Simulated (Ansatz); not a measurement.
# SiC (Moissanite, P6_3mc): zone-centre modes under pressure, part 2 of 2

Aim: how do the optical modes of SiC (Moissanite, P6_3mc) move with volume?

Ansatz 0.2.0; DFT PBE, scalar-relativistic, plane waves, PAW; PAW set soft_1.

So far, mean high-frequency dielectric constant: step 5 (zone-centre response at rest) 7.08.

## Step 6: A member of the series: 1.06 times the volume at rest

The cell is set to 1.06 times the volume at rest, and shape and atoms relax at that volume.

input.yaml reads:

```yaml
crystal:
  lattice:
    - [3.1521906278, 0.0, 0.0]
    - [-1.5760953139, 2.7298771612, 0.0]
    - [0.0, 0.0, 5.1749143159]
  atoms:
    - { symbol: C, position: [0.3333333333, 0.6666666667, 0.3804474465] }
    - { symbol: C, position: [0.6666666667, 0.3333333333, 0.8804474465] }
    - { symbol: Si, position: [0.3333333333, 0.6666666667, 0.0045525535] }
    - { symbol: Si, position: [0.6666666667, 0.3333333333, 0.5045525535] }
kpoints:
  mp_grid: { grid: [12, 12, 6] }
hamiltonian:
  xc: pbe
  pseudopotentials: { kind: paw, azcp: { folder: soft_1 } }
scf:
  occupations: { method: fixed }
output:
  forces: true
  stress: true
  eigenvalues: true
relax:
  adjacent_minimum: "off"
  f_tol: 0.001
  max_steps: 60
  cell: { stress_tol: 0.01, fix: [volume] }
```

The run is started by

```console
ansatz run input.yaml --threads 4 --pin off --max-ram 16384MiB --backend cpu --events-out ev --progress --plain --runs-dir out
```

Numbers of over 12 decimals in the logs are rounded to 6 here.

What it wrote:

```text
[...]
Crystal: 4 atoms, lattice volume = 44.531 Å³
Basis set: ecut = 420 eV, 869 PW (Γ), exchange–correlation on 48×48×72 points (8 copies of the dense FFT grid, shifted against one another)
Bands: 12, of which v1, the nominal top of the filled ones, is band 8 counted from 1 (7 counted from 0)
Symmetry: 12 space group operations
[...]
k-points: 76 of 864 (time reversal used)
[...]
--- Relaxed structure (4 steps of the walk, 4 accepted, 1 SCFs on fresh bases) ---
[...]
cell:  # Å, volume = 44.5306 Å³
    - [3.152017, 0, 0]
    - [-1.576008, 2.729727, 0]
    - [0, 0, 5.175485]
  atoms:
    - { symbol: C, position: [0.333333, 0.666667, 0.380466] }
    - { symbol: C, position: [0.666667, 0.333333, 0.880466] }
    - { symbol: Si, position: [0.333333, 0.666667, 0.0045339] }
    - { symbol: Si, position: [0.666667, 0.333333, 0.504534] }
[key lines of the parts left out:]
SCF converged after 5 iterations
Free energy (F): -1774.223054 eV
Fermi energy:    8.717173 eV
P = ⅓ Tr σ = -11.0905 GPa (-110.905 kbar)
```

Wall time 7.8 s (4 threads of Intel Xeon Platinum 8259CL at 2.50GHz (Skylake/Cascade Lake), shared host); peak memory 0.44 GiB; 28 s of CPU time.

Little changed from the start: no atom moved by 0.005 Å and no cell edge by 0.1 %.

Numbers from this step:

| Quantity | Value |
| --- | --- |
| pressure | -11.09 GPa |
| gap on the k-mesh | 2.408 eV |
| volume per atom | 11.13 Å³ |

The largest force component left is 0.0097 meV/Å, at a pressure of -11.09 GPa.

## Step 7: Zone-centre modes of the member: 1.06 times the volume at rest

The zone-centre modes follow for 1.06 times the volume at rest, with the response to a field.

input.yaml, the sections that differ from step 6:

```yaml
crystal:
  lattice:
    - [3.1520167017, 0.0, 0.0]
    - [-1.5760083508, 2.7297265368, 0.0]
    - [0.0, 0.0, 5.175485428]
  atoms:
    - { symbol: C, position: [0.3333333333, 0.6666666667, 0.3804661014] }
    - { symbol: C, position: [0.6666666667, 0.3333333333, 0.8804661014] }
    - { symbol: Si, position: [0.3333333333, 0.6666666667, 0.0045338986] }
    - { symbol: Si, position: [0.6666666667, 0.3333333333, 0.5045338986] }
output:
  eigenvalues: true
phonons:
  method: dfpt
  dielectric: true
  rigid_motions: translations
# kpoints, hamiltonian, scf: as in step 6
# relax: removed
```

What it wrote:

```text
[...]
Crystal: 4 atoms, lattice volume = 44.531 Å³
Basis set: ecut = 420 eV, 881 PW (Γ), exchange–correlation on 48×48×72 points (8 copies of the dense FFT grid, shifted against one another)
Bands: 12, of which v1, the nominal top of the filled ones, is band 8 counted from 1 (7 counted from 0)
Symmetry: 12 space group operations
k-points: 242 of 864 (irreducible under 2 space group operations, time reversal used)
[...]
SCF iter   1: F=—  HF=-1776.849168 eV  |F-HF|=—  |Δ(HF+E_count)|=         —  Δρ=1.25e-1  dr2=8.82e0  ethr=3.10e-3  ⟨swp⟩=4.4  Hψ=16873  notcnv=0  defer=432
[...]
SCF iter   9: F=-1774.223054 eV  HF=-1774.223054 eV  |F-HF|=2.73e-12  |Δ(HF+E_count)|=  2.07e-10  Δρ=7.88e-8  dr2=1.34e-12  ethr=1.00e-12  ⟨swp⟩=9.2  Hψ=21218  notcnv=0
SCF 1 converged in 9 iterations: F = -1774.223054 eV  dr2 = 1.34e-12
[...]
Bands: 9, of which v1, the nominal top of the filled ones, is band 8 counted from 1 (7 counted from 0)
k-points: 126 of 864 (irreducible under 4 space group operations, time reversal used)
[...]
Eigensolver: Dense (126 Hₖ)
SCF iter   1: F=—  HF=-1774.221881 eV  |F-HF|=—  |Δ(HF+E_count)|=         —  Δρ=9.95e-5  dr2=8.55e-7  ethr=1.00e-1
[...]
SCF iter   3: F=-1774.221883 eV  HF=-1774.221883 eV  |F-HF|=2.80e-9  |Δ(HF+E_count)|=   5.04e-7  Δρ=1.38e-5  dr2=4.15e-8  ethr=1.21e-9
SCF 1 converged in 3 iterations: F = -1774.221883 eV  dr2 = 4.15e-8
[...]
SCF converged after 9 iterations
Free energy (F): -1774.223054 eV
[...]
Internal energy: -1774.223054 eV  (E = F + TS)
E sigma→0 (E₀):  -1774.223054 eV
Fermi energy:    8.717173 eV
[...]
--- Band table (eV; the first three rows and the last of 242) ---
  k-point 0: bands = [... 4 lower, 7.4403, 8.6130, 8.7172, 8.7172, 12.9166, 14.1079, 14.9662, 14.9662]
  k-point 1: bands = [... 4 lower, 7.5135, 7.8780, 8.6166, 8.6166, 13.0399, 14.6533, 15.0262, 15.0262]
  k-point 2: bands = [... 4 lower, 7.7208, 7.7208, 8.3547, 8.3547, 13.4038, 14.7016, 15.2492, 15.2492]
  k-point 241: bands = [... 4 lower, 4.3696, 4.3696, 6.7317, 6.7317, 13.2882, 13.2882, 15.2962, 15.2962]
[...]
ASR residual: 6.003e-5 → 0.000e0 eV/Å²; symmetrization residual: 1.551e-5 eV/Å²
  ASR residual per site (eV/Å²): 3.14e-5 3.14e-5 6.00e-5 6.00e-5
[...]
ε∞ (high-frequency dielectric tensor):
        7.131873     0.000000     0.000000
       -0.000000     7.131873     0.000000
        0.000000     0.000000     7.508598
  ε⁰ (static dielectric tensor: ions relaxed, cell fixed):
       10.517501    -0.000000     0.000000
       -0.000000    10.517501     0.000000
        0.000000     0.000000    11.724520
  ε⁰ − ε∞ (ionic part):
        3.385628    -0.000000     0.000000
       -0.000000     3.385628     0.000000
        0.000000     0.000000     4.215922
[...]
Born effective charges Z* (e; rows j = field, columns β = displacement):
    site 0:
        -2.61634    0.00000   -0.00000
         0.00000   -2.61634   -0.00000
        -0.00000    0.00000   -2.80867
    site 1:
        -2.61634    0.00000   -0.00000
         0.00000   -2.61634    0.00000
        -0.00000   -0.00000   -2.80867
    site 2:
         2.61634   -0.00000    0.00000
        -0.00000    2.61634    0.00000
         0.00000   -0.00000    2.80867
    site 3:
         2.61634   -0.00000    0.00000
        -0.00000    2.61634    0.00000
         0.00000   -0.00000    2.80867
  Z* charge neutrality: 2.199e-3 e pre-enforcement
  solved inside a basis spanned on kpoints, on 12×12×6 k-points, its susceptibility summed on 16×16×8: ε∞ is read to err by 2.4e-2, Z* by 1.1e-2 e (field_mesh: kpoints solves on kpoints); Z* is corrected for what the basis lacks
  optical modes at Γ without the LO–TO term, one row a degenerate level:
      ω (cm⁻¹)  modes    IR ((D/Å)²/amu)
        257.41      2             0.0000
        550.10      1             0.0000
        686.49      2             0.0000
        701.09      1            43.2654
        728.78      2            75.0860
        762.66      1             0.0000
  optical modes at Γ + LO–TO along q̂ = [1.0000, 0.0000, 0.0000]:
      ω (cm⁻¹)  modes    IR ((D/Å)²/amu)
        257.41      2             0.0000
        550.10      1             0.0000
        686.49      2             0.0000
        701.09      1            43.2654
        728.78      1            37.5430
        762.66      1             0.0000
        885.01      1            37.5430
  optical modes at Γ + LO–TO along q̂ = [0.0000, 1.0000, 0.0000]:
      ω (cm⁻¹)  modes    IR ((D/Å)²/amu)
        257.41      2             0.0000
        550.10      1             0.0000
        686.49      2             0.0000
        701.09      1            43.2654
        728.78      1            37.5430
        762.66      1             0.0000
        885.01      1            37.5430
  optical modes at Γ + LO–TO along q̂ = [0.0000, 0.0000, 1.0000]:
      ω (cm⁻¹)  modes    IR ((D/Å)²/amu)
        257.41      2             0.0000
        550.10      1             0.0000
        686.49      2             0.0000
        728.78      2            75.0860
        762.66      1             0.0000
        876.08      1            43.2654
```

Elapsed: 42 s, on 4 threads; peak memory 0.84 GiB.

This step gave:

```
sum-rule residual before enforcement                    : 6.00e-5 eV/Å²
miss of the charge sum rule                             : 0.002199 e
estimated error of the dielectric tensor                : 0.02398
estimated error of the Born charges                     : 0.01130 e
highest optical mode at the zone centre (no LO-TO term) : 762.7 cm⁻¹
lowest optical zone-centre mode                         : 257.4 cm⁻¹
mean high-frequency dielectric constant                 : 7.257
largest Born charge (third of the trace)                : -2.680 e
mean static dielectric constant                         : 10.92
top of the zone-centre spectrum with the field          : 885.0 cm⁻¹
```

Without the LO-TO term. Patterns of degenerate modes are one choice out of their space. The modes at Γ (shares of kinetic energy by element, %):

```tsv
mode	frequency (cm⁻¹)	symmetry	C %	Si %
1	0.0	acoustic	30	70
2	0.0	acoustic	30	70
3	0.0	acoustic	30	70
4	257.4	E2	26	74
5	257.4	E2	26	74
6	550.1	B1	1	99
7	686.5	E2	75	25
8	686.5	E2	75	25
9	701.1	A1	70	30
10	728.8	E1	70	30
11	728.8	E1	70	30
12	762.7	B1	99	1
```

Transverse modes. Lines of the infrared spectrum (strongest = 100):

```tsv
position (cm⁻¹)	label	relative intensity
257	E2	0.0
550	B1	0.0
686	E2	0.0
701	A1	58
729	E1	100
763	B1	0.0
```

Without the LO-TO term the lowest optical mode is real, 257 cm⁻¹, and the highest lies at 762.7 cm⁻¹.

Between step 5 and this run (volume ratio 1.06) the value for the mean high-frequency dielectric constant moves from 7.08 to 7.26 (+3 %).

## Step 8: A member of the series: 0.9 times the volume at rest

The cell is set to 0.9 times the volume at rest, and shape and atoms relax at that volume.

input.yaml, the sections that differ from step 7:

```yaml
crystal:
  lattice:
    - [2.9859526357, 0.0, 0.0]
    - [-1.4929763179, 2.585910837, 0.0]
    - [0.0, 0.0, 4.8966484496]
  atoms:
    - { symbol: C, position: [0.3333333333, 0.6666666667, 0.3803965535] }
    - { symbol: C, position: [0.6666666667, 0.3333333333, 0.8803965535] }
    - { symbol: Si, position: [0.3333333333, 0.6666666667, 0.0046034465] }
    - { symbol: Si, position: [0.6666666667, 0.3333333333, 0.5046034465] }
output:
  forces: true
  stress: true
  eigenvalues: true
relax:
  adjacent_minimum: "off"
  f_tol: 0.001
  max_steps: 60
  cell: { stress_tol: 0.01, fix: [volume] }
# kpoints, hamiltonian, scf: as in step 7
# phonons: removed
```

What it wrote:

```text
[...]
Crystal: 4 atoms, lattice volume = 37.809 Å³
Basis set: ecut = 420 eV, 713 PW (Γ), exchange–correlation on 40×40×72 points (8 copies of the dense FFT grid, shifted against one another)
Bands: 12, of which v1, the nominal top of the filled ones, is band 8 counted from 1 (7 counted from 0)
Symmetry: 12 space group operations
[...]
k-points: 76 of 864 (time reversal used)
[...]
--- Relaxed structure (4 steps of the walk, 4 accepted, 1 SCFs on fresh bases) ---
[...]
cell:  # Å, volume = 37.8090 Å³
    - [2.986185, 2.886990029149564e-11, 0]
    - [-1.493093, 2.586112, 0]
    - [0, 0, 4.895886]
  atoms:
    - { symbol: C, position: [0.333333, 0.666667, 0.380401] }
    - { symbol: C, position: [0.666667, 0.333333, 0.880401] }
    - { symbol: Si, position: [0.333333, 0.666667, 0.00459856] }
    - { symbol: Si, position: [0.666667, 0.333333, 0.504599] }
[key lines of the parts left out:]
SCF converged after 5 iterations
Free energy (F): -1773.981863 eV
Fermi energy:    10.815641 eV
P = ⅓ Tr σ = 27.6501 GPa (276.501 kbar)
```

Elapsed: 6.5 s, on 4 threads; peak memory 0.41 GiB.

Little changed from the start: no atom moved by 0.005 Å and no cell edge by 0.1 %.

This step gave:

```yaml
pressure: 27.65 GPa
gap_on_the_k_mesh: 2.116 eV
volume_per_atom: 9.452 Å³
```

The largest force component left is 0.0098 meV/Å, at a pressure of 27.65 GPa.

## Step 9: Zone-centre modes of the member: 0.9 times the volume at rest

The zone-centre modes follow for 0.9 times the volume at rest, with the response to a field.

input.yaml, the sections that differ from step 8:

```yaml
crystal:
  lattice:
    - [2.9861851255, 0.0, 0.0]
    - [-1.4930925628, 2.5861121791, 0.0]
    - [0.0, 0.0, 4.8958860208]
  atoms:
    - { symbol: C, position: [0.3333333333, 0.6666666667, 0.3804014379] }
    - { symbol: C, position: [0.6666666667, 0.3333333333, 0.8804014379] }
    - { symbol: Si, position: [0.3333333333, 0.6666666667, 0.0045985621] }
    - { symbol: Si, position: [0.6666666667, 0.3333333333, 0.5045985621] }
output:
  eigenvalues: true
phonons:
  method: dfpt
  dielectric: true
  rigid_motions: translations
# kpoints, hamiltonian, scf: as in step 8
# relax: removed
```

What it wrote:

```text
[...]
Crystal: 4 atoms, lattice volume = 37.809 Å³
Basis set: ecut = 420 eV, 713 PW (Γ), exchange–correlation on 40×40×72 points (8 copies of the dense FFT grid, shifted against one another)
Bands: 12, of which v1, the nominal top of the filled ones, is band 8 counted from 1 (7 counted from 0)
Symmetry: 12 space group operations
k-points: 242 of 864 (irreducible under 2 space group operations, time reversal used)
[...]
optical modes at Γ + LO–TO along q̂ = [1.0000, 0.0000, 0.0000]:
      ω (cm⁻¹)  modes    IR ((D/Å)²/amu)
[...]
optical modes at Γ + LO–TO along q̂ = [0.0000, 1.0000, 0.0000]:
      ω (cm⁻¹)  modes    IR ((D/Å)²/amu)
[...]
optical modes at Γ + LO–TO along q̂ = [0.0000, 0.0000, 1.0000]:
      ω (cm⁻¹)  modes    IR ((D/Å)²/amu)
[...]
853.15      2             0.0000
        876.58      2            82.5516
        922.35      1             0.0000
       1046.65      1            47.9332
[key lines of the parts left out:]
SCF converged after 8 iterations
Free energy (F): -1773.981863 eV
Fermi energy:    10.815639 eV
```

Run time: 36 s. Hardware: 4 threads; peak memory 0.78 GiB; 2.2 min of CPU time.

This step gave:

| Property | Result |
| --- | --- |
| sum-rule residual before enforcement | 3.92e-4 eV/Å² |
| miss of the charge sum rule | 0.001324 e |
| estimated error of the dielectric tensor | 0.02123 |
| estimated error of the Born charges | 0.01135 e |
| highest optical mode at the zone centre (no LO-TO term) | 922.4 cm⁻¹ |
| lowest optical zone-centre mode | 251.0 cm⁻¹ |
| mean high-frequency dielectric constant | 6.831 |
| largest Born charge (third of the trace) | -2.814 e |
| mean static dielectric constant | 10.11 |
| top of the zone-centre spectrum with the field | 1056 cm⁻¹ |

Without the LO-TO term. Patterns of degenerate modes are one choice out of their space. Modes at Γ, with each element's share of the kinetic energy:

```tsv
mode	frequency (cm⁻¹)	symmetry	C %	Si %
1	0.0	acoustic	30	70
2	0.0	acoustic	30	70
3	0.0	acoustic	30	70
4	251.0	E2	27	73
5	251.0	E2	27	73
6	639.9	B1	1	99
7	844.8	A1	70	30
8	853.1	E2	73	27
9	853.1	E2	73	27
10	876.6	E1	70	30
11	876.6	E1	70	30
12	922.4	B1	99	1
```

Transverse modes. Lines of the infrared spectrum (strongest = 100):

```tsv
position (cm⁻¹)	label	relative intensity
251	E2	0.0
640	B1	0.0
845	A1	58
853	E2	0.0
877	E1	100
922	B1	0.0
```

Without the LO-TO term the lowest optical mode is real, 251 cm⁻¹, and the highest lies at 922.4 cm⁻¹.

For the mean high-frequency dielectric constant, step 5 gave 7.08; this run, with volume ratio 0.9, gives 6.83 (-3 %).

## Step 10: All members side by side

The members are set side by side, also those not shown above.

Each row is one cell with its response, relaxed at fixed volume as far as symmetry leaves anything free; energies are extrapolated to zero smearing, and E0 is that at rest; the axis is the Cartesian z axis of the cell; shape and atoms are relaxed in each cell where symmetry leaves them free. State of the crystal along the series:

```tsv
volume ratio	V (Å³/atom)	pressure (GPa)	E - E0 (meV/atom)	first cell vector (Å)	third cell vector (Å)	gap on mesh (eV)	ε∞ along the axis	ε∞ across the axis, mean	ε0 along the axis	ε0 across the axis, mean	largest Born charge in size, a third of the trace (e)	top mode with the field, highest of q along x, y and z (cm⁻¹)
0.9	9.452	27.65	83.18	2.986	4.896	2.116	7.081	6.706	10.87	9.736	2.814	1056
0.92	9.662	20.98	51.38	3.008	4.933	2.157	7.123	6.75	10.97	9.829	2.797	1032
0.94	9.872	14.93	27.91	3.029	4.969	2.196	7.168	6.797	11.06	9.924	2.78	1008
0.96	10.08	9.454	11.99	3.05	5.005	2.235	7.216	6.847	11.17	10.02	2.764	986
0.98	10.29	4.494	2.893	3.071	5.04	2.272	7.268	6.899	11.27	10.12	2.747	964.4
0.99	10.4	2.193	0.7075	3.082	5.057	2.29	7.295	6.925	11.33	10.17	2.738	953.8
1	10.5	0.001129	0	3.092	5.074	2.308	7.32	6.957	11.38	10.22	2.73	943.4
1.02	10.71	-4.069	2.705	3.112	5.108	2.342	7.381	7.01	11.49	10.31	2.713	923.3
1.04	10.92	-7.754	10.49	3.132	5.142	2.376	7.443	7.069	11.61	10.41	2.697	903.8
1.06	11.13	-11.09	22.88	3.152	5.176	2.408	7.509	7.132	11.72	10.52	2.68	885
```

Without the LO-TO term; each mode is tracked from rest by its pattern, and modes that stay within 0.3 cm⁻¹ of each other stand once; shape and atoms are relaxed in each cell where symmetry leaves them free. Optical modes along the series:

```tsv
V (Å³/atom)	mode 4 E2 (cm⁻¹)	mode 6 B1 (cm⁻¹)	mode 7 E2 (cm⁻¹)	mode 9 A1 (cm⁻¹)	mode 10 E1 (cm⁻¹)	mode 12 B1 (cm⁻¹)
9.452	251	639.9	853.1	844.8	876.6	922.4
9.662	252.7	629	829.2	824.1	855.2	898.8
9.872	254.1	618	806.3	804.4	834.7	876.3
10.08	255.2	607	784.2	785.4	815.1	854.9
10.29	256.1	595.9	763.1	767.1	796.3	834.5
10.4	256.4	590.3	752.9	758.3	787.2	824.7
10.5	256.7	584.6	742.8	749.6	778.4	815.1
10.71	257.1	573.3	723.3	732.8	761.1	796.7
10.92	257.4	561.8	704.5	716.6	744.6	779.2
11.13	257.4	550.1	686.5	701.1	728.8	762.7
```

From cubic fits (parabolas where under five rows exist) of ln ω and P against ln V through the rows within about 4 % of rest: γ = −d ln ω / d ln V and dω/dP = γ ω / B. Slopes at rest:

```tsv
mode	fitted frequency at rest (cm⁻¹)	Grüneisen parameter γ	dω/dP (cm⁻¹/GPa)
mode 4 E2	256.7	-0.1	-0.12
mode 6 B1	584.6	0.96	2.65
mode 7 E2	742.8	1.34	4.66
mode 9 A1	749.6	1.14	4.02
mode 10 E1	778.3	1.13	4.11
mode 12 B1	815.1	1.16	4.42
```

## Step 11: Summary of results

| Quantity | Value |
| --- | --- |
| members | 10 |
| highest optical mode at the zone centre (no LO-TO term), at rest | 815.1 cm⁻¹ |
| bulk modulus at rest | 213 GPa |
| mode 7 E2, γ | 1.34 |
| mode 9 A1, γ | 1.14 |
| mode 10 E1, γ | 1.13 |
| mode 12 B1, γ | 1.16 |

The series spans -11.1 to 27.6 GPa, and the slope at rest gives a bulk modulus of 213 GPa. Among the modes in the table of slopes γ runs from -0.10 (mode 4 E2) to 1.34 (mode 7 E2). A negative γ means that the mode softens under pressure. ε∞ along z is 7.32 at rest, with d ln ε∞ / d ln V = 0.38. One k mesh and one cutoff serve the ground states and modes of all volumes; the field response picks its own mesh. These are harmonic frequencies at zero temperature: anharmonic shifts, linewidths and thermal expansion are left out. Only the zone centre was solved, so an instability at another wavevector cannot show here.

[Logs are printed without paths, hosts, clocks, repeated set-up lines and the standing remarks that a program may print on its own settings, such as how far it seeks lower states.]

[Hosts, paths, dates, database ids (printed as entryN), source tags and the programs' standing remarks are cut or masked in the printed files.]
